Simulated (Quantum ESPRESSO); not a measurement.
# Mn3Si: parallel and opposed starts

A self-consistent run ends on one state, which hangs on the start. Several orders of Mn3Si are started in Quantum ESPRESSO and their energies compared.

Calculated with Quantum ESPRESSO 7.5; PBEsol; plane waves with GBRV 1.5 PBEsol potentials, no spin-orbit coupling.

## 1. The starting structure

The structure is cubic, space group Fm-3m (No. 225). The conventional cell has a = 5.722 Å, b = 5.722 Å, c = 5.722 Å, α = 90.00°, β = 90.00°, γ = 90.00°. Nearest to Mn lie 8 Mn at 2.48 Å and 6 Si at 2.86 Å. Nearest to Mn lie 4 Si at 2.48 Å and 4 Mn at 2.48 Å. Si has 14 Mn at 2.48 to 2.86 Å nearest. Farther neighbours are not listed.

As a file:

```cif
data_structure
_symmetry_space_group_name_H-M 'Fm-3m'
_symmetry_Int_Tables_number 225
_cell_length_a 5.7220
_cell_length_b 5.7220
_cell_length_c 5.7220
_cell_angle_alpha 90.000
_cell_angle_beta 90.000
_cell_angle_gamma 90.000
_cell_volume 187.35
loop_
_atom_site_label
_atom_site_type_symbol
_atom_site_symmetry_multiplicity
_atom_site_Wyckoff_symbol
_atom_site_fract_x
_atom_site_fract_y
_atom_site_fract_z
_atom_site_occupancy
Mn1 Mn 4 b 0.50000 0.00000 0.00000 1
Mn2 Mn 8 c 0.25000 0.75000 0.75000 1
Si1 Si 4 a 0.00000 0.00000 0.00000 1
```

The cell comes from the Crystallography Open Database.

## 2. Run 1, typed as ferro +++

The signs are those of the starting moments on the seeded atoms, the atoms that are given a moment.

Input file pw.in:

```
&CONTROL
  calculation = 'scf'
  prefix = 'pwscf'
  outdir = './tmp'
  pseudo_dir = './pseudo'
  disk_io = 'nowf'
/
&SYSTEM
  ibrav = 0
  celldm(1) = 8
  nat = 4
  ntyp = 2
  ecutwfc = 40
  ecutrho = 280
  nbnd = 39
  occupations = 'smearing'
  smearing = 'fd'
  degauss = 0.00734986
  nspin = 2
  starting_magnetization(1) = 0.2333
  starting_magnetization(2) = 0
/
&ELECTRONS
  conv_thr = 8d-09
  electron_maxstep = 150
  mixing_beta = 0.3
/
ATOMIC_SPECIES
Mn     54.9380 mn_pbesol_v1.5.uspp.F.UPF
Si     28.0850 si_pbesol_v1.uspp.F.UPF
CELL_PARAMETERS alat
   0.0000000000000    0.6758133053193    0.6758133053193
   0.6758133053193    0.0000000000000    0.6758133053193
   0.6758133053193    0.6758133053193    0.0000000000000
ATOMIC_POSITIONS crystal
Mn      0.5000000000    0.5000000000    0.5000000000
Mn      0.2500000000    0.2500000000    0.2500000000
Mn      0.7500000000    0.7500000000    0.7500000000
Si      0.0000000000    0.0000000000    0.0000000000
K_POINTS automatic
10 10 10 0 0 0
```

The run is started by

```
$ OMP_NUM_THREADS=1 mpirun -n 4 pw.x -nk 4 -in pw.in > pw.out
```

Output:

```text
Program PWSCF v.7.5 starts

     Message from routine setup:
     using ibrav=0 with symmetry is DISCOURAGED, use correct ibrav instead

     K-points division:     npool     =       4
     Subspace diagonalization in iterative solution of the eigenvalue problem:

     G-vector sticks info
     --------------------
     sticks:   dense  smooth     PW     G-vecs:    dense   smooth      PW
     Sum        1135     649    199                25101    10849    1917

     Using Slab Decomposition

     bravais-lattice index     =            0
     lattice parameter (alat)  =       8.0000  a.u.
     unit-cell volume          =     316.0677 (a.u.)^3
     number of atoms/cell      =            4
     number of atomic types    =            2
     number of electrons       =        49.00
     number of Kohn-Sham states=           39
     kinetic-energy cutoff     =      40.0000  Ry
     charge density cutoff     =     280.0000  Ry
     scf convergence threshold =      8.0E-09
     mixing beta               =       0.3000
     number of iterations used =            8  plain     mixing
     Exchange-correlation= SLA  PW   PSX  PSC
                           (   1   4  10   8   0   0   0)

     celldm(1)=   8.000000  celldm(2)=   0.000000  celldm(3)=   0.000000
     celldm(4)=   0.000000  celldm(5)=   0.000000  celldm(6)=   0.000000

     crystal axes: (cart. coord. in units of alat)
               a(1) = (   0.000000   0.675813   0.675813 )
               a(2) = (   0.675813   0.000000   0.675813 )
               a(3) = (   0.675813   0.675813   0.000000 )

     reciprocal axes: (cart. coord. in units 2 pi/alat)
               b(1) = ( -0.739849  0.739849  0.739849 )
               b(2) = (  0.739849 -0.739849  0.739849 )
               b(3) = (  0.739849  0.739849 -0.739849 )

     PseudoPot. # 1 for Mn read from file:
     mn_pbesol_v1.5.uspp.F.UPF
     Pseudo is Ultrasoft + core correction, Zval = 15.0
     Generated by new atomic code, or converted to UPF format
     Using radial grid of  859 points,  6 beta functions with:
                l(1) =   0
                l(2) =   0
                l(3) =   1
                l(4) =   1
                l(5) =   2
                l(6) =   2
     Q(r) pseudized with  8 coefficients,  rinner =    0.950   0.950   0.950
                                                       0.950   0.950

     PseudoPot. # 2 for Si read from file:
     si_pbesol_v1.uspp.F.UPF
     Pseudo is Ultrasoft + core correction, Zval =  4.0
     Generated by new atomic code, or converted to UPF format
     Using radial grid of  899 points,  6 beta functions with:
                l(1) =   0
                l(2) =   0
                l(3) =   1
                l(4) =   1
                l(5) =   2
                l(6) =   2
     Q(r) pseudized with  8 coefficients,  rinner =    0.900   0.900   0.900
                                                       0.900   0.900

     atomic species   valence    mass     pseudopotential
     Mn               15.00    54.93800     Mn( 1.00)
     Si                4.00    28.08500     Si( 1.00)

     Starting magnetic structure
     atomic species   magnetization
     Mn              0.233
     Si              0.000

     48 Sym. Ops., with inversion, found

   Cartesian axes

     site n.     atom                  positions (alat units)
         1        Mn     tau(   1) = (   0.6758133   0.6758133   0.6758133  )
         2        Mn     tau(   2) = (   0.3379067   0.3379067   0.3379067  )
         3        Mn     tau(   3) = (   1.0137200   1.0137200   1.0137200  )
         4        Si     tau(   4) = (   0.0000000   0.0000000   0.0000000  )

     number of k points=    47  Fermi-Dirac smearing, width (Ry)=  0.0073
                       cart. coord. in units 2pi/alat
        k(    1) = (   0.0000000   0.0000000   0.0000000), wk =   0.0010000
        k(    2) = (   0.0739849   0.0739849  -0.0739849), wk =   0.0080000
        k(    3) = (   0.1479699   0.1479699  -0.1479699), wk =   0.0080000
        k(    4) = (   0.2219548   0.2219548  -0.2219548), wk =   0.0080000
        k(    5) = (   0.2959397   0.2959397  -0.2959397), wk =   0.0080000
        [... 42 further k-points ...]

     Dense  grid:    25101 G-vectors     FFT dimensions: (  45,  45,  45)

     Smooth grid:    10849 G-vectors     FFT dimensions: (  32,  32,  32)

     Check: negative core charge=   -0.000060
     Generating pointlists ...
     new r_m :   0.2414 (alat units)  1.9314 (a.u.) for type    1
     new r_m :   0.2414 (alat units)  1.9314 (a.u.) for type    2

     Initial potential from superposition of free atoms

     starting charge      47.4991, renormalised to      49.0000
     Starting wfcs are   43 randomized atomic wfcs

     Self-consistent Calculation

     iteration #  1     ecut=    40.00 Ry     beta= 0.30
     Davidson diagonalization with overlap
     ethr =  1.00E-02,  avg # of iterations =  4.9

     total energy              =    -641.64543317 Ry
     estimated scf accuracy    <       5.01891542 Ry

     total magnetization       =     4.50 Bohr mag/cell
     absolute magnetization    =     4.70 Bohr mag/cell

     iteration #  2     ecut=    40.00 Ry     beta= 0.30
     Davidson diagonalization with overlap
     ethr =  1.00E-02,  avg # of iterations =  2.0

     total energy              =    -642.50499907 Ry
     estimated scf accuracy    <       1.36275694 Ry

     total magnetization       =     6.69 Bohr mag/cell
     absolute magnetization    =     7.01 Bohr mag/cell

     iteration #  3     ecut=    40.00 Ry     beta= 0.30
     Davidson diagonalization with overlap
     ethr =  2.78E-03,  avg # of iterations =  1.4

     total energy              =    -642.58970753 Ry
     estimated scf accuracy    <       4.25058540 Ry

     total magnetization       =     6.63 Bohr mag/cell
     absolute magnetization    =     6.74 Bohr mag/cell

     [... further iterations left out ...]

     iteration # 36     ecut=    40.00 Ry     beta= 0.30
     Davidson diagonalization with overlap
     ethr =  1.29E-08,  avg # of iterations =  2.1

     total energy              =    -642.89511670 Ry
     estimated scf accuracy    <       0.00000058 Ry

     total magnetization       =     1.04 Bohr mag/cell
     absolute magnetization    =     4.47 Bohr mag/cell

     iteration # 37     ecut=    40.00 Ry     beta= 0.30
     Davidson diagonalization with overlap
     ethr =  1.17E-09,  avg # of iterations =  2.3

     total energy              =    -642.89511716 Ry
     estimated scf accuracy    <       0.00000003 Ry

     total magnetization       =     1.04 Bohr mag/cell
     absolute magnetization    =     4.46 Bohr mag/cell

     iteration # 38     ecut=    40.00 Ry     beta= 0.30
     Davidson diagonalization with overlap
     ethr =  5.50E-11,  avg # of iterations =  3.2

     total energy              =    -642.89511744 Ry
     estimated scf accuracy    <       0.00000004 Ry

     total magnetization       =     1.04 Bohr mag/cell
     absolute magnetization    =     4.45 Bohr mag/cell

     iteration # 39     ecut=    40.00 Ry     beta= 0.30
     Davidson diagonalization with overlap
     ethr =  5.50E-11,  avg # of iterations =  2.5

     Magnetic moment per site  (integrated on atomic sphere of radius R)
     atom   1 (R=0.241)  charge= 13.3155  magn=  2.5591
     atom   2 (R=0.241)  charge= 13.3901  magn= -0.8028
     atom   3 (R=0.241)  charge= 13.3901  magn= -0.8028
     atom   4 (R=0.241)  charge=  2.1290  magn=  0.0400

     End of self-consistent calculation

     [... lines left out ...]
     the Fermi energy is    17.0101 ev

!    total energy              =    -642.89511757 Ry
     estimated scf accuracy    <          2.2E-09 Ry
     smearing contrib. (-TS)   =      -0.00758114 Ry
     internal energy E=F+TS    =    -642.88753643 Ry

     The total energy is F=E-TS. E is the sum of the following terms:
     one-electron contribution =    -302.88717085 Ry
     hartree contribution      =     178.29804472 Ry
     xc contribution           =     -83.31377712 Ry
     ewald contribution        =    -434.98463318 Ry

     total magnetization       =     1.04 Bohr mag/cell
     absolute magnetization    =     4.46 Bohr mag/cell

     convergence has been achieved in  39 iterations

=------------------------------------------------------------------------------=
   JOB DONE.
=------------------------------------------------------------------------------=
```

Elapsed: 62 s, on 4 MPI ranks of Arm Neoverse V2, shared host; peak memory 0.41 GiB.

Spin moment in the atom's sphere by atom:

```csv
atom,spin moment in the atom's sphere (μB)
Mn1,2.56
Mn2,-0.80
Mn3,-0.80
Si4,0.04
```

Numbers from this step:

| Property | Result |
| --- | --- |
| smearing term TS | 0.1031 eV |
| magnetization | 1.04 μB |
| absolute magnetization | 4.457 μB |
| final state | ferrimagnetic |

The typed signs were not kept.

## 3. Start 2: antiferro q=(0,1/2,1/2) +−+−−+

The cell is doubled to 8 atoms to hold this order. The wavevector q is in fractions of the reciprocal vectors of the crystal's primitive cell, as the cells of these inputs are built from it; moments change sign between cells as cos(2π q·R).

Input file pw.in:

```
&CONTROL
  calculation = 'scf'
  prefix = 'pwscf'
  outdir = './tmp'
  pseudo_dir = './pseudo'
  disk_io = 'nowf'
/
&SYSTEM
  ibrav = 0
  celldm(1) = 8
  nat = 8
  ntyp = 3
  ecutwfc = 40
  ecutrho = 280
  nbnd = 62
  occupations = 'smearing'
  smearing = 'fd'
  degauss = 0.00734986
  nspin = 2
  starting_magnetization(1) = 0.2333
  starting_magnetization(2) = -0.2333
  starting_magnetization(3) = 0
/
&ELECTRONS
  conv_thr = 1.6d-08
  electron_maxstep = 150
  mixing_beta = 0.3
/
ATOMIC_SPECIES
Mn1    54.9380 mn_pbesol_v1.5.uspp.F.UPF
Mn2    54.9380 mn_pbesol_v1.5.uspp.F.UPF
Si     28.0850 si_pbesol_v1.uspp.F.UPF
CELL_PARAMETERS alat
   0.0000000000000    0.6758133053193    0.6758133053193
   1.3516266106386    0.0000000000000    1.3516266106386
   1.3516266106386    0.6758133053193    0.6758133053193
ATOMIC_POSITIONS crystal
Mn1     0.5000000000    0.0000000000    0.5000000000
Mn2     0.5000000000    0.5000000000    0.5000000000
Mn1     0.2500000000    0.0000000000    0.2500000000
Mn2     0.2500000000    0.5000000000    0.2500000000
Mn2     0.7500000000    0.0000000000    0.7500000000
Mn1     0.7500000000    0.5000000000    0.7500000000
Si      0.0000000000    0.0000000000    0.0000000000
Si      0.0000000000    0.5000000000    0.0000000000
K_POINTS automatic
10 5 10 0 0 0
```

Output:

```text
[banner, memory and clock lines left out]
Program PWSCF v.7.5 starts

     Message from routine setup:
     using ibrav=0 with symmetry is DISCOURAGED, use correct ibrav instead

     bravais-lattice index     =            0
     lattice parameter (alat)  =       8.0000  a.u.
     unit-cell volume          =     632.1355 (a.u.)^3
     number of atoms/cell      =            8
     number of atomic types    =            3
     number of electrons       =        98.00
     number of Kohn-Sham states=           62
     kinetic-energy cutoff     =      40.0000  Ry
     charge density cutoff     =     280.0000  Ry
     scf convergence threshold =      1.6E-08
     mixing beta               =       0.3000
     number of iterations used =            8  plain     mixing
     Exchange-correlation= SLA  PW   PSX  PSC
                           (   1   4  10   8   0   0   0)

     celldm(1)=   8.000000  celldm(2)=   0.000000  celldm(3)=   0.000000
     celldm(4)=   0.000000  celldm(5)=   0.000000  celldm(6)=   0.000000

     crystal axes: (cart. coord. in units of alat)
               a(1) = (   0.000000   0.675813   0.675813 )
               a(2) = (   1.351627   0.000000   1.351627 )
               a(3) = (   1.351627   0.675813   0.675813 )

     reciprocal axes: (cart. coord. in units 2 pi/alat)
               b(1) = ( -0.739849  0.739849  0.739849 )
               b(2) = ( -0.000000 -0.739849  0.739849 )
               b(3) = (  0.739849  0.739849 -0.739849 )

     PseudoPot. # 1 for Mn read from file:
     mn_pbesol_v1.5.uspp.F.UPF
     Pseudo is Ultrasoft + core correction, Zval = 15.0

     PseudoPot. # 2 for Mn read from file:
     mn_pbesol_v1.5.uspp.F.UPF
     Pseudo is Ultrasoft + core correction, Zval = 15.0

     PseudoPot. # 3 for Si read from file:
     si_pbesol_v1.uspp.F.UPF
     Pseudo is Ultrasoft + core correction, Zval =  4.0

     atomic species   valence    mass     pseudopotential
     Mn1              15.00    54.93800     Mn( 1.00)
     Mn2              15.00    54.93800     Mn( 1.00)
     Si                4.00    28.08500     Si( 1.00)

     Starting magnetic structure
     atomic species   magnetization
     Mn1             0.233
     Mn2            -0.233
     Si              0.000

      8 Sym. Ops. (no inversion) found

   Cartesian axes

     site n.     atom                  positions (alat units)
         1        Mn1    tau(   1) = (   0.6758133   0.6758133   0.6758133  )
         2        Mn2    tau(   2) = (   1.3516266   0.6758133   1.3516266  )
         3        Mn1    tau(   3) = (   0.3379067   0.3379067   0.3379067  )
         4        Mn2    tau(   4) = (   1.0137200   0.3379067   1.0137200  )
         5        Mn2    tau(   5) = (   1.0137200   1.0137200   1.0137200  )
         6        Mn1    tau(   6) = (   1.6895333   1.0137200   1.6895333  )
         7        Si     tau(   7) = (   0.0000000   0.0000000   0.0000000  )
         8        Si     tau(   8) = (   0.6758133   0.0000000   0.6758133  )

     number of k points=    63  Fermi-Dirac smearing, width (Ry)=  0.0073
                       cart. coord. in units 2pi/alat
        k(    1) = (   0.0000000   0.0000000   0.0000000), wk =   0.0020000
        k(    2) = (   0.0739849   0.0739849  -0.0739849), wk =   0.0160000
        k(    3) = (   0.1479699   0.1479699  -0.1479699), wk =   0.0160000
        k(    4) = (   0.2219548   0.2219548  -0.2219548), wk =   0.0160000
        k(    5) = (   0.2959397   0.2959397  -0.2959397), wk =   0.0160000
        [... 58 further k-points ...]

     Dense  grid:    50113 G-vectors     FFT dimensions: (  45,  81,  72)

     Smooth grid:    21615 G-vectors     FFT dimensions: (  32,  64,  54)

     Check: negative core charge=   -0.000059
     Generating pointlists ...
     new r_m :   0.2414 (alat units)  1.9314 (a.u.) for type    1
     new r_m :   0.2414 (alat units)  1.9314 (a.u.) for type    2
     new r_m :   0.2414 (alat units)  1.9314 (a.u.) for type    3

     Initial potential from superposition of free atoms

     starting charge      94.9982, renormalised to      98.0000
     Starting wfcs are   86 randomized atomic wfcs

     Self-consistent Calculation

     iteration #  1     ecut=    40.00 Ry     beta= 0.30
     Davidson diagonalization with overlap
     ethr =  1.00E-02,  avg # of iterations =  2.4

     total energy              =   -1283.97853944 Ry
     estimated scf accuracy    <       8.45801791 Ry

     total magnetization       =     0.00 Bohr mag/cell
     absolute magnetization    =    11.36 Bohr mag/cell

     iteration #  2     ecut=    40.00 Ry     beta= 0.30
     Davidson diagonalization with overlap
     ethr =  8.63E-03,  avg # of iterations =  2.2

     total energy              =   -1285.61887257 Ry
     estimated scf accuracy    <       0.25777290 Ry

     total magnetization       =    -0.00 Bohr mag/cell
     absolute magnetization    =    15.57 Bohr mag/cell

     [... further iterations left out ...]

     iteration # 44     ecut=    40.00 Ry     beta= 0.30
     Davidson diagonalization with overlap
     ethr =  2.35E-11,  avg # of iterations =  4.8

     total energy              =   -1285.78241027 Ry
     estimated scf accuracy    <       0.00000004 Ry

     total magnetization       =    -0.02 Bohr mag/cell
     absolute magnetization    =     5.32 Bohr mag/cell

     iteration # 45     ecut=    40.00 Ry     beta= 0.30
     Davidson diagonalization with overlap
     ethr =  2.35E-11,  avg # of iterations =  4.1

     Magnetic moment per site  (integrated on atomic sphere of radius R)
     atom   1 (R=0.241)  charge= 13.3196  magn=  2.1998
     atom   2 (R=0.241)  charge= 13.3193  magn= -2.1958
     atom   3 (R=0.241)  charge= 13.3871  magn= -0.0051
     atom   4 (R=0.241)  charge= 13.3869  magn= -0.0039
     atom   5 (R=0.241)  charge= 13.3871  magn= -0.0039
     atom   6 (R=0.241)  charge= 13.3869  magn= -0.0051
     atom   7 (R=0.241)  charge=  2.1227  magn= -0.0011
     atom   8 (R=0.241)  charge=  2.1226  magn=  0.0014

     End of self-consistent calculation

     Number of k-points >= 100: set verbosity='high' to print the bands.

     the Fermi energy is    16.8360 ev

!    total energy              =   -1285.78241041 Ry
     estimated scf accuracy    <          1.0E-08 Ry
     smearing contrib. (-TS)   =      -0.02091615 Ry
     internal energy E=F+TS    =   -1285.76149426 Ry

     The total energy is F=E-TS. E is the sum of the following terms:
     one-electron contribution =    -605.68585030 Ry
     hartree contribution      =     356.35384492 Ry
     xc contribution           =    -166.46022252 Ry
     ewald contribution        =    -869.96926636 Ry

     total magnetization       =    -0.01 Bohr mag/cell
     absolute magnetization    =     5.32 Bohr mag/cell

     convergence has been achieved in  45 iterations
```

Elapsed: 10 min, on 4 MPI ranks; peak memory 0.9 GiB.

Spin moment in the atom's sphere by atom:

```csv
atom,spin moment in the atom's sphere (μB)
Mn1,2.20
Mn2,-2.20
Mn3,-0.01
Mn4,0.00
Mn5,0.00
Mn6,-0.01
Si7,0.00
Si8,0.00
```

Read from the output:

```
smearing term TS       : 0.2846 eV
magnetization          : -0.014 μB
absolute magnetization : 5.317 μB
final state            : antiferromagnetic
```

The typed signs were not kept.

(Continued in part 2 of 2.)

[Logs and program files are shortened in this print: banners, set-up blocks, solver, clock and traceback lines can be left out without a mark of their own.]

[Logs are printed without paths, hosts, clocks, repeated set-up lines and the standing remarks that a program may print on its own settings, such as how far it seeks lower states.]

[Hosts, paths, dates, database ids (printed as entryN), source tags and the programs' standing remarks are cut or masked in the printed files.]

[Where a cell is said to come from a database of computed structures, the database is the Materials Project.]
